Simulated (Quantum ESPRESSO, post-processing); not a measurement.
# 1T-PtSe2, 1 layer: parallel layout and speed, part 2 of 2

Which layout of ranks, pools and threads suits 1T-PtSe2, 1 layer? The physics should not care; the clock does.

Quantum ESPRESSO 7.5; plane-wave DFT, PBE, PseudoDojo norm-conserving pseudopotentials.

So far. Step 3 (Ground state: 4 ranks, 2 pools, 1 thread a rank): Counted from each run's own zero (the valence top), the vacuum level differs from the first run's by +3 meV. Step 4 (Self-consistent run: 4 ranks, 1 pool, 1 thread a rank): Counted from each run's own zero (the valence top), the vacuum level differs from the first run's by +1 meV.

## (5) SCF with pw.x: 2 ranks, 2 pools, 2 threads a rank

Contents of c3.in:

```
&control
  prefix = 'c3'
  outdir = './out'
  pseudo_dir = './pseudo'
  calculation = 'scf'
  tprnfor = .true.
/
&system
  ibrav = 0
  nat = 3
  ntyp = 2
  ecutwfc = 78
  ecutrho = 312
  occupations = 'smearing'
  smearing = 'fd'
  degauss = 0.004
  assume_isolated = 'esm'
  esm_bc = 'bc1'
/
&electrons
  conv_thr = 1e-07
  mixing_beta = 0.4
  electron_maxstep = 120
  mixing_mode = 'local-TF'
/
ATOMIC_SPECIES
  Se  78.9710  Se.dojo-sr-pbe-0.4.1-standard.upf
  Pt  195.0840  Pt.dojo-sr-pbe-0.4.1-standard.upf
CELL_PARAMETERS angstrom
  3.75000000000000 0.00000000000000 0.00000000000000
  -1.87500000000000 3.24759526419164 0.00000000000000
  0.00000000000000 0.00000000000000 19.26771779549397
ATOMIC_POSITIONS crystal
  Se  0.666666666667 0.333333333333 -0.058847597301
  Pt  0.000000000000 0.000000000000 0.000000000000
  Se  0.333333333333 0.666666666667 0.058847597301
K_POINTS automatic
  6 6 1 0 0 0
```

The run is started by

```
> OMP_NUM_THREADS=2 mpirun -n 2 pw.x -nk 2 -in c3.in > c3.out
```

The log of the run:

```text
[banner, memory and clock lines left out]
Program PWSCF v.7.5 starts
[...]
Message from routine setup:
[...]
number of electrons       =        50.00
     number of Kohn-Sham states=           30
     kinetic-energy cutoff     =      78.0000  Ry
     charge density cutoff     =     312.0000  Ry
[...]
number of k points=     7  Fermi-Dirac smearing, width (Ry)=  0.0040
[...]
Dense  grid:   147241 G-vectors     FFT dimensions: (  40,  40, 216)
[...]
negative rho (up, down):  5.741E-05 0.000E+00
     Starting wfcs are   28 randomized atomic wfcs +    2 random wfcs
[...]
negative rho (up, down):  2.544E-04 0.000E+00
[...]
estimated scf accuracy    <       0.27646927 Ry
[...]
negative rho (up, down):  7.880E-04 0.000E+00
[...]
estimated scf accuracy    <       0.08714602 Ry
[...]
negative rho (up, down):  6.649E-04 0.000E+00
[...]
estimated scf accuracy    <       0.00617894 Ry
[...]
negative rho (up, down):  4.870E-04 0.000E+00
[...]
estimated scf accuracy    <       0.00200854 Ry
[...]
negative rho (up, down):  2.414E-04 0.000E+00
[...]
estimated scf accuracy    <       0.00058013 Ry
[...]
negative rho (up, down):  7.910E-05 0.000E+00
[...]
estimated scf accuracy    <       0.00003132 Ry
[...]
estimated scf accuracy    <       0.00002042 Ry
[...]
estimated scf accuracy    <       0.00000474 Ry
[...]
estimated scf accuracy    <       0.00000366 Ry
[...]
estimated scf accuracy    <       0.00000252 Ry
[...]
estimated scf accuracy    <       0.00000051 Ry
[...]
estimated scf accuracy    <       0.00000054 Ry
[...]
estimated scf accuracy    <       0.00000016 Ry
[...]
the Fermi energy is    -4.7204 ev
!    total energy              =    -746.18850521 Ry
     estimated scf accuracy    <       0.00000002 Ry
     smearing contrib. (-TS)   =      -0.00000004 Ry
     internal energy E=F+TS    =    -746.18850517 Ry
[...]
one-electron contribution =    1268.86860337 Ry
     hartree contribution      =    -651.82129565 Ry
     xc contribution           =    -144.53458893 Ry
     ewald contribution        =   -1218.70122397 Ry
     convergence has been achieved in  14 iterations
[...]
Total force =     0.118816     Total SCF correction =     0.001139
[...]
```

It took 2.4 min on 2 MPI ranks of Arm Neoverse V2, shared host; peak memory 0.44 GiB.

Read from the output:

- valence top, on the run's zero: -5.478 eV
- vacuum line at the lower end of the cell, over the valence top: 5.478 eV
- vacuum line at the upper end of the cell, over the valence top: 5.478 eV

The program's own clock; routines nest. Time by routine:

| routine | wall time (s) | calls |
| --- | --- | --- |
| PWSCF | 141.1 | 1 |
| electrons | 138.1 | 1 |
| c_bands | 114.5 | 15 |
| fftw | 109.9 | 14106 |
| cegterg | 108.8 | 60 |
| h_psi | 103.5 | 681 |
| vloc_psi | 99.55 | 681 |
| sum_band | 15.07 | 15 |
| mix_rho | 7.15 | 15 |
| ffts | 3.79 | 1614 |
| init_run | 2.55 | 1 |
| wfcinit | 2.09 | 1 |
| calbec | 2.01 | 697 |
| add_vuspsi | 1.97 | 681 |

Counted from each run's own zero (the valence top), the vacuum level differs from the first run's by +1 meV.

## (6) SCF with pw.x: 2 ranks, 1 pool, 2 threads a rank

c4.in is the input of step 5 with these lines changed:

```diff
@@ -1,3 +1,3 @@
 &control
-  prefix = 'c3'
+  prefix = 'c4'
   outdir = './out'
```

The run is started by

```
> OMP_NUM_THREADS=2 mpirun -n 2 pw.x -nk 1 -in c4.in > c4.out
```

The log of the run:

```text
[banner, memory and clock lines left out]
Program PWSCF v.7.5 starts
[...]
Message from routine setup:
[...]
number of electrons       =        50.00
     number of Kohn-Sham states=           30
     kinetic-energy cutoff     =      78.0000  Ry
     charge density cutoff     =     312.0000  Ry
[...]
number of k points=     7  Fermi-Dirac smearing, width (Ry)=  0.0040
[...]
Dense  grid:   147241 G-vectors     FFT dimensions: (  40,  40, 216)
[...]
negative rho (up, down):  5.741E-05 0.000E+00
     Starting wfcs are   28 randomized atomic wfcs +    2 random wfcs
[...]
negative rho (up, down):  2.385E-04 0.000E+00
[...]
estimated scf accuracy    <       0.27697224 Ry
[...]
negative rho (up, down):  6.714E-04 0.000E+00
[...]
estimated scf accuracy    <       0.08780212 Ry
[...]
negative rho (up, down):  5.446E-04 0.000E+00
[...]
estimated scf accuracy    <       0.00606751 Ry
[...]
negative rho (up, down):  4.303E-04 0.000E+00
[...]
estimated scf accuracy    <       0.00202355 Ry
[...]
negative rho (up, down):  2.198E-04 0.000E+00
[...]
estimated scf accuracy    <       0.00054813 Ry
[...]
negative rho (up, down):  3.966E-06 0.000E+00
[...]
estimated scf accuracy    <       0.00002385 Ry
[...]
estimated scf accuracy    <       0.00000655 Ry
[...]
estimated scf accuracy    <       0.00000146 Ry
[...]
estimated scf accuracy    <       0.00000073 Ry
[...]
estimated scf accuracy    <       0.00000015 Ry
[...]
estimated scf accuracy    <       0.00000029 Ry
[...]
the Fermi energy is    -4.7229 ev
!    total energy              =    -746.18850523 Ry
     estimated scf accuracy    <       0.00000003 Ry
     smearing contrib. (-TS)   =      -0.00000004 Ry
     internal energy E=F+TS    =    -746.18850519 Ry
[...]
one-electron contribution =    1268.87092041 Ry
     hartree contribution      =    -651.82369617 Ry
     xc contribution           =    -144.53450546 Ry
     ewald contribution        =   -1218.70122397 Ry
     convergence has been achieved in  12 iterations
[...]
Total force =     0.118595     Total SCF correction =     0.000118
[...]
```

The job ended after 41 s (2 MPI ranks; peak memory 0.32 GiB; 2.2 min of CPU time).

Numbers from this step:

| Property | Result |
| --- | --- |
| Fermi energy | -4.723 eV |
| valence top, on the run's zero | -5.480 eV |
| conduction bottom, on the run's zero | -3.915 eV |
| vacuum line at the lower end of the cell, over the valence top | 5.480 eV |
| vacuum line at the upper end of the cell, over the valence top | 5.480 eV |

The program's own clock; routines nest. Time by routine:

| routine | wall time (s) | calls |
| --- | --- | --- |
| PWSCF | 40.15 | 1 |
| electrons | 38.9 | 1 |
| c_bands | 31.82 | 13 |
| cegterg | 30.3 | 91 |
| h_psi | 23.87 | 1163 |
| vloc_psi | 20.42 | 1163 |
| fftw | 19.82 | 23266 |
| mix_rho | 3.36 | 13 |
| sum_band | 3.14 | 13 |
| ffts | 1.93 | 1366 |
| calbec | 1.77 | 1191 |
| add_vuspsi | 1.69 | 1163 |
| h_psi:calbec | 1.67 | 1163 |
| cdiaghg | 0.88 | 1149 |

Counted from each run's own zero (the valence top), the vacuum level differs from the first run's by +4 meV.

## (7) SCF with pw.x: 1 rank, 1 pool, 4 threads a rank

c5.in is the input of step 6 with these lines changed:

```diff
@@ -1,3 +1,3 @@
 &control
-  prefix = 'c4'
+  prefix = 'c5'
   outdir = './out'
```

The run is started by

```
> OMP_NUM_THREADS=4 pw.x -nk 1 -in c5.in > c5.out
```

The log of the run:

```text
[banner, memory and clock lines left out]
Program PWSCF v.7.5 starts
[...]
Message from routine setup:
[...]
number of electrons       =        50.00
     number of Kohn-Sham states=           30
     kinetic-energy cutoff     =      78.0000  Ry
     charge density cutoff     =     312.0000  Ry
[...]
number of k points=     7  Fermi-Dirac smearing, width (Ry)=  0.0040
[...]
Dense  grid:   147241 G-vectors     FFT dimensions: (  40,  40, 216)
[...]
negative rho (up, down):  5.741E-05 0.000E+00
     Starting wfcs are   28 randomized atomic wfcs +    2 random wfcs
[...]
negative rho (up, down):  2.411E-04 0.000E+00
[...]
estimated scf accuracy    <       0.27598439 Ry
[...]
negative rho (up, down):  7.617E-04 0.000E+00
[...]
estimated scf accuracy    <       0.08705304 Ry
[...]
negative rho (up, down):  4.160E-04 0.000E+00
[...]
estimated scf accuracy    <       0.00608103 Ry
[...]
negative rho (up, down):  2.035E-04 0.000E+00
[...]
estimated scf accuracy    <       0.00199646 Ry
[...]
negative rho (up, down):  5.144E-05 0.000E+00
[...]
estimated scf accuracy    <       0.00057692 Ry
[...]
estimated scf accuracy    <       0.00003182 Ry
[...]
estimated scf accuracy    <       0.00000915 Ry
[...]
estimated scf accuracy    <       0.00000425 Ry
[...]
estimated scf accuracy    <       0.00000123 Ry
[...]
estimated scf accuracy    <       0.00000159 Ry
[...]
estimated scf accuracy    <       0.00000033 Ry
[...]
the Fermi energy is    -4.7225 ev
!    total energy              =    -746.18850518 Ry
     estimated scf accuracy    <       0.00000005 Ry
     smearing contrib. (-TS)   =      -0.00000004 Ry
     internal energy E=F+TS    =    -746.18850514 Ry
[...]
one-electron contribution =    1268.86779751 Ry
     hartree contribution      =    -651.82060772 Ry
     xc contribution           =    -144.53447097 Ry
     ewald contribution        =   -1218.70122397 Ry
     convergence has been achieved in  12 iterations
[...]
Total force =     0.119299     Total SCF correction =     0.001720
[...]
```

Run time: 5.5 min. Hardware: 1 MPI rank; peak memory 0.3 GiB.

The program's own clock; routines nest. Time by routine:

| routine | wall time (s) | calls |
| --- | --- | --- |
| PWSCF | 326.9 | 1 |
| electrons | 319.8 | 1 |
| fftw | 299.2 | 22468 |
| c_bands | 277.1 | 13 |
| cegterg | 274.2 | 91 |
| h_psi | 272.8 | 1126 |
| vloc_psi | 269 | 1126 |
| sum_band | 37.86 | 13 |
| init_run | 6.48 | 1 |
| wfcinit | 6 | 1 |
| mix_rho | 3.81 | 13 |
| calbec | 2 | 1154 |
| h_psi:calbec | 1.89 | 1126 |
| ffts | 1.79 | 1366 |

Counted from each run's own zero (the valence top), the vacuum level differs from the first run's by +3 meV.

## (8) SCF with pw.x: 2 ranks, 2 pools, 1 thread a rank

c6.in is the input of step 7 with these lines changed:

```diff
@@ -1,3 +1,3 @@
 &control
-  prefix = 'c5'
+  prefix = 'c6'
   outdir = './out'
```

The run is started by

```
> OMP_NUM_THREADS=1 mpirun -n 2 pw.x -nk 2 -in c6.in > c6.out
```

The log of the run:

```text
[banner, memory and clock lines left out]
Program PWSCF v.7.5 starts
[...]
Message from routine setup:
[...]
number of electrons       =        50.00
     number of Kohn-Sham states=           30
     kinetic-energy cutoff     =      78.0000  Ry
     charge density cutoff     =     312.0000  Ry
[...]
number of k points=     7  Fermi-Dirac smearing, width (Ry)=  0.0040
[...]
Dense  grid:   147241 G-vectors     FFT dimensions: (  40,  40, 216)
[...]
negative rho (up, down):  5.741E-05 0.000E+00
     Starting wfcs are   28 randomized atomic wfcs +    2 random wfcs
[...]
negative rho (up, down):  2.544E-04 0.000E+00
[...]
estimated scf accuracy    <       0.27646927 Ry
[...]
negative rho (up, down):  7.880E-04 0.000E+00
[...]
estimated scf accuracy    <       0.08714602 Ry
[...]
negative rho (up, down):  6.495E-04 0.000E+00
[...]
estimated scf accuracy    <       0.00617894 Ry
[...]
negative rho (up, down):  4.648E-04 0.000E+00
[...]
estimated scf accuracy    <       0.00200793 Ry
[...]
negative rho (up, down):  2.181E-04 0.000E+00
[...]
estimated scf accuracy    <       0.00058398 Ry
[...]
negative rho (up, down):  6.993E-05 0.000E+00
[...]
estimated scf accuracy    <       0.00003211 Ry
[...]
estimated scf accuracy    <       0.00002074 Ry
[...]
estimated scf accuracy    <       0.00000474 Ry
[...]
estimated scf accuracy    <       0.00000348 Ry
[...]
estimated scf accuracy    <       0.00000234 Ry
[...]
estimated scf accuracy    <       0.00000055 Ry
[...]
estimated scf accuracy    <       0.00000038 Ry
[...]
the Fermi energy is    -4.7250 ev
!    total energy              =    -746.18850513 Ry
     estimated scf accuracy    <       0.00000009 Ry
     smearing contrib. (-TS)   =      -0.00000004 Ry
     internal energy E=F+TS    =    -746.18850510 Ry
[...]
one-electron contribution =    1268.86106459 Ry
     hartree contribution      =    -651.81361916 Ry
     xc contribution           =    -144.53472656 Ry
     ewald contribution        =   -1218.70122397 Ry
     convergence has been achieved in  13 iterations
[...]
Total force =     0.118762     Total SCF correction =     0.002000
[...]
```

Wall time 71 s (2 MPI ranks); peak memory 0.44 GiB.

Numbers from this step:

- Fermi energy: -4.725 eV
- valence top, on the run's zero: -5.482 eV
- conduction bottom, on the run's zero: -3.917 eV
- vacuum line at the lower end of the cell, over the valence top: 5.482 eV
- vacuum line at the upper end of the cell, over the valence top: 5.482 eV

The program's own clock; routines nest. Time by routine:

| routine | wall time (s) | calls |
| --- | --- | --- |
| PWSCF | 70.44 | 1 |
| electrons | 68.48 | 1 |
| c_bands | 50.77 | 14 |
| cegterg | 47.03 | 56 |
| h_psi | 36.26 | 658 |
| fftw | 30.61 | 13248 |
| vloc_psi | 29.66 | 658 |
| mix_rho | 11.28 | 14 |
| ffts | 6.59 | 1490 |
| sum_band | 4.93 | 14 |
| calbec | 3.37 | 674 |
| add_vuspsi | 3.31 | 658 |
| h_psi:calbec | 3.15 | 658 |
| v_of_rho | 1.41 | 14 |

Counted from each run's own zero (the valence top), the vacuum level differs from the first run's by +6 meV.

## (9) SCF with pw.x: 1 rank, 1 pool, 1 thread a rank

c7.in is the input of step 8 with these lines changed:

```diff
@@ -1,3 +1,3 @@
 &control
-  prefix = 'c6'
+  prefix = 'c7'
   outdir = './out'
```

The run is started by

```
> OMP_NUM_THREADS=1 pw.x -nk 1 -in c7.in > c7.out
```

The log of the run:

```text
[banner, memory and clock lines left out]
Program PWSCF v.7.5 starts
[...]
Message from routine setup:
[...]
number of electrons       =        50.00
     number of Kohn-Sham states=           30
     kinetic-energy cutoff     =      78.0000  Ry
     charge density cutoff     =     312.0000  Ry
[...]
number of k points=     7  Fermi-Dirac smearing, width (Ry)=  0.0040
[...]
Dense  grid:   147241 G-vectors     FFT dimensions: (  40,  40, 216)
[...]
negative rho (up, down):  5.741E-05 0.000E+00
     Starting wfcs are   28 randomized atomic wfcs +    2 random wfcs
[...]
negative rho (up, down):  2.411E-04 0.000E+00
[...]
estimated scf accuracy    <       0.27598439 Ry
[...]
negative rho (up, down):  7.617E-04 0.000E+00
[...]
estimated scf accuracy    <       0.08705304 Ry
[...]
negative rho (up, down):  4.168E-04 0.000E+00
[...]
estimated scf accuracy    <       0.00608103 Ry
[...]
negative rho (up, down):  1.797E-04 0.000E+00
[...]
estimated scf accuracy    <       0.00199665 Ry
[...]
negative rho (up, down):  2.755E-05 0.000E+00
[...]
estimated scf accuracy    <       0.00057330 Ry
[...]
estimated scf accuracy    <       0.00002990 Ry
[...]
estimated scf accuracy    <       0.00000868 Ry
[...]
estimated scf accuracy    <       0.00000292 Ry
[...]
estimated scf accuracy    <       0.00000102 Ry
[...]
estimated scf accuracy    <       0.00000231 Ry
[...]
estimated scf accuracy    <       0.00000055 Ry
[...]
the Fermi energy is    -4.7221 ev
!    total energy              =    -746.18850515 Ry
     estimated scf accuracy    <       0.00000004 Ry
     smearing contrib. (-TS)   =      -0.00000004 Ry
     internal energy E=F+TS    =    -746.18850511 Ry
[...]
one-electron contribution =    1268.87036980 Ry
     hartree contribution      =    -651.82327311 Ry
     xc contribution           =    -144.53437784 Ry
     ewald contribution        =   -1218.70122397 Ry
     convergence has been achieved in  12 iterations
[...]
Total force =     0.119449     Total SCF correction =     0.000581
[...]
```

The job ended after 1.8 min (1 MPI rank; peak memory 0.3 GiB).

This step gave:

| Quantity | Value |
| --- | --- |
| Fermi energy | -4.722 eV |
| valence top, on the run's zero | -5.479 eV |
| conduction bottom, on the run's zero | -3.914 eV |
| vacuum line at the lower end of the cell, over the valence top | 5.479 eV |
| vacuum line at the upper end of the cell, over the valence top | 5.479 eV |

The program's own clock; routines nest. Time by routine:

| routine | wall time (s) | calls |
| --- | --- | --- |
| PWSCF | 105.6 | 1 |
| electrons | 102.7 | 1 |
| c_bands | 83.29 | 13 |
| cegterg | 80.35 | 91 |
| h_psi | 61.83 | 1116 |
| fftw | 51.73 | 22406 |
| vloc_psi | 50.55 | 1116 |
| mix_rho | 10.34 | 13 |
| sum_band | 7.89 | 13 |
| ffts | 5.99 | 1366 |
| calbec | 5.78 | 1144 |
| add_vuspsi | 5.64 | 1116 |
| h_psi:calbec | 5.4 | 1116 |
| init_run | 2.05 | 1 |

Counted from each run's own zero (the valence top), the vacuum level differs from the first run's by +3 meV.

## (10) The series side by side

All levels:

| level | vacuum level over the valence top (eV) | its change from the first (meV) | energy from the first (meV an atom) | SCF iterations | wall time (s) | peak memory (GiB) | CPU time (s) |
| --- | --- | --- | --- | --- | --- | --- | --- |
| 4 ranks, 4 pools, 1 thread a rank | 5.476 | 0 | 0 | 14 | 47.37 | 0.71 | 189.2 |
| 4 ranks, 2 pools, 1 thread a rank | 5.479 | 2.671 | -2.27e-4 | 12 | 36.93 | 0.51 | 147.4 |
| 4 ranks, 1 pool, 1 thread a rank | 5.477 | 0.6629 | -2.27e-4 | 13 | 32.56 | 0.4 | 129.9 |
| 2 ranks, 2 pools, 2 threads a rank | 5.478 | 1.271 | -1.81e-4 | 14 | 141.7 | 0.44 | 362.9 |
| 2 ranks, 1 pool, 2 threads a rank | 5.48 | 3.906 | -2.72e-4 | 12 | 40.66 | 0.32 | 129.6 |
| 1 rank, 1 pool, 4 threads a rank | 5.48 | 3.376 | -4.54e-5 | 12 | 327.3 | 0.3 | 597.1 |
| 2 ranks, 2 pools, 1 thread a rank | 5.482 | 5.956 | 1.81e-4 | 13 | 70.96 | 0.44 | 141.8 |
| 1 rank, 1 pool, 1 thread a rank | 5.479 | 2.981 | 9.07e-5 | 12 | 106 | 0.3 | 106 |

## (11) The arithmetic

Efficiency = (t₁ n₁)/(t₂ n₂) an iteration = (106.0/12 × 1) / (32.6/13 × 4) = 0.88.

## (12) What came out

| Item | Value |
| --- | --- |
| fastest | 4 ranks, 1 pool, 1 thread a rank: 33 s, 13 iterations |
| slowest that converged | 1 rank, 1 pool, 4 threads a rank: 5.5 min, 12 iterations |
| largest change of the vacuum level | 6 meV |

What this shows: The fastest choice is 4 ranks, 1 pool, 1 thread a rank: 33 s, 13 iterations. From 1 to 4 cores the time an iteration falls from 8.8 to 2.5 s, a parallel efficiency of 88 % by this measure and of 81 % in wall time; iterations differ in number and cost. On all 4 cores the layouts span 2.5 s (4 ranks, 1 pool, 1 thread a rank) to 27 s an iteration (1 rank, 1 pool, 4 threads a rank), and 0.3 to 0.71 GiB. Some layouts with several threads a rank ran hardly faster than one core, or slower; the cause (binding, or neighbours on the host) was not examined. The vacuum level differs by up to 6 meV between layouts, the slack that the SCF threshold leaves. Iteration counts run from 12 to 14 with the layout alone. The times come from a shared host and are rough. Peak memory is sampled during the run and can miss the peak. The geometry is as built, not relaxed.

[Logs are printed without paths, hosts, clocks, repeated set-up lines and the standing remarks that a program may print on its own settings, such as how far it seeks lower states.]

[Hosts, paths, dates, database ids (printed as entryN), source tags and the programs' standing remarks are cut or masked in the printed files.]

[Maps of the electrostatic potential energy from Ansatz leave out the sawtooth potential of an applied field or a dipole correction, so their vacuum need not be flat; planar profiles and work functions include it.]
